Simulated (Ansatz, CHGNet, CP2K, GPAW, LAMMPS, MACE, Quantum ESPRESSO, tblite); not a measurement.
**Other levels on liquid Na(Cl,I) at 1300 K (64 atoms)**

Density of this cell: 2.04 g/cm³. The cell holds 64 atoms: 32 Na, 17 Cl and 15 I. Its edges and angles: a = 13.814 Å, b = 13.814 Å, c = 13.814 Å, α = 90.0°, β = 90.0°, γ = 90.0°. 64 atoms (32 Na, 17 Cl, 15 I) placed at random at 2.04 g/cm³, melted at 1800 K for 10 ps at fixed volume with the Lennard-Jones and Coulomb ion parameters for SPC/E (Joung and Cheatham, J. Phys. Chem. B 112, 9020 (2008)), full charges. Snapshot at the end of a hold of 20 ps at 1300 K and fixed volume.

Geometry: as built.

The reference, a calculation:

- method: Kohn-Sham DFT, PBE, SSSP efficiency 1.3.0 pseudopotentials, plane waves (Quantum ESPRESSO 7.5); sssp-pbe-1.3.0-efficiency, cutoffs 45/360 Ry, Γ point
- r.m.s. force component: 0.246 eV/Å
- longest force: 0.756 eV/Å
- pressure: -0.909 GPa
- gap (highest filled to lowest empty level): 1.978 eV
- time: 3.4 min on 4 MPI ranks of Arm Neoverse V1, shared host
- CPU time: 13 min

**Question.** The same geometry is run in other programs. How far does each lie from the reference, and what does it cost?
- CHGNet 0.3.0 potential (CHGNet 0.3.0; 1 thread)
- QE PBE, gbrv-1.5, 40/200 Ry (Quantum ESPRESSO 7.5; 4 MPI ranks)
- GPAW PBE, LCAO sz(dzp), h 0.2 Å (GPAW 26.7.0; 1 thread)
- GPAW PBE, grid h 0.18 Å (GPAW 26.7.0; 1 thread)
- tblite GFN1-xTB (tblite 0.8.0; 1 thread)
- MACE MP-0b3 medium potential (MACE MP-0b3 medium; 1 thread)
- CHGNet r2SCAN potential (CHGNet r2SCAN; 1 thread)
- GPAW RPBE, LCAO dzp, h 0.2 Å (GPAW 26.7.0; 1 thread)
- QE PBE, sssp-1.3.0-efficiency, 45/360 Ry, paro (Quantum ESPRESSO 7.5; 4 MPI ranks)
- GPAW PBE, LCAO dzp, h 0.2 Å (GPAW 26.7.0; 1 thread)

Differences are against the plane-wave reference, forces as r.m.s. over components; share is that over the reference's r.m.s. force, slope the least-squares factor from reference forces to these. Total energies of different programs have different zeros and aren't compared.

```tsv
run	Δ force, r.m.s. (meV/Å)	share (%)	slope	Δ pressure (GPa)	Δ gap (eV)	cores	CPU time	memory (GiB)
reference	-	-	-	-	-	4	13 min	5.1
CHGNet 0.3.0 potential	75.1	30.5	0.857	-0.183	-	1	4 s	0.48
QE PBE, gbrv-1.5, 40/200 Ry	1.29	0.526	1.002	0.0317	-0.0043	4	11 min	2.6
GPAW PBE, LCAO sz(dzp), h 0.2 Å (coarse)	65.0	26.4	1.194	-	-0.321	1	1.7 min	1.8
GPAW PBE, grid h 0.18 Å	12.2	4.97	0.988	-	0.0074	1	24 min	5.7
tblite GFN1-xTB	120	48.8	0.815	-0.986	-	1	2.7 s	0.16
MACE MP-0b3 medium potential	64.0	26.0	0.924	-0.340	-	1	8.2 s	0.71
CHGNet r2SCAN potential	91.4	37.2	0.743	-0.525	-	1	4 s	0.48
GPAW RPBE, LCAO dzp, h 0.2 Å	48.0	19.5	1.128	-	-0.0086	1	4.2 min	2.2
QE PBE, sssp-1.3.0-efficiency, 45/360 Ry, paro	0.466	0.189	1.000	-0.002	3.0e-4	4	28 min	5.1
GPAW PBE, LCAO dzp, h 0.2 Å	26.7	10.8	1.078	-	-0.0976	1	4.2 min	2.2
```

Rows marked coarse were listed beforehand as settings not expected to be converged; some can still land near the reference.

Times of the machine-learned potentials are mostly Python's start and the loading of weights.

CPU time is summed over cores on a shared host, where runs went side by side, so it is rough. Symmetry, cutoffs, thresholds, outputs and thread counts weren't matched or tuned between programs; memory under MPI is the largest rank's times the ranks.

PBE on plane waves or a grid with other potentials, cutoffs or grids, coarse settings apart, differs from the reference by 0.53 % (QE PBE, gbrv-1.5, 40/200 Ry) to 5.0 % (GPAW PBE, grid h 0.18 Å) of the r.m.s. force; this holds the reference's own error, so differences of a few per cent don't tell which side is nearer the exact PBE result. With the reference's own potentials and cutoffs, another solver or threshold moves forces by 0.19 % (QE PBE, sssp-1.3.0-efficiency, 45/360 Ry, paro). The PBE run in local orbitals, coarse settings apart, differs by 11 % (GPAW PBE, LCAO dzp, h 0.2 Å); basis, grid and potentials can all enter. Tight binding differs by 49 % (tblite GFN1-xTB); it is another model, with fitted parameters of its own, and the xTB methods hold dispersion. Periodic xTB results under one method name differ between programs and library versions. Machine-learned potentials mimic data converged in k, so the reference's own k-point error enters their differences. The network of bonds at the start is that of the classical potential that made the cell, and needn't be the one that DFT or experiment would give. The electronic-structure runs sample only Γ, in a cell whose shortest periodic width is 14 Å.

[Logs are printed without paths, hosts, clocks, repeated set-up lines and the standing remarks that a program may print on its own settings, such as how far it seeks lower states.]

[Hosts, paths, dates, database ids (printed as entryN), source tags and the programs' standing remarks are cut or masked in the printed files.]
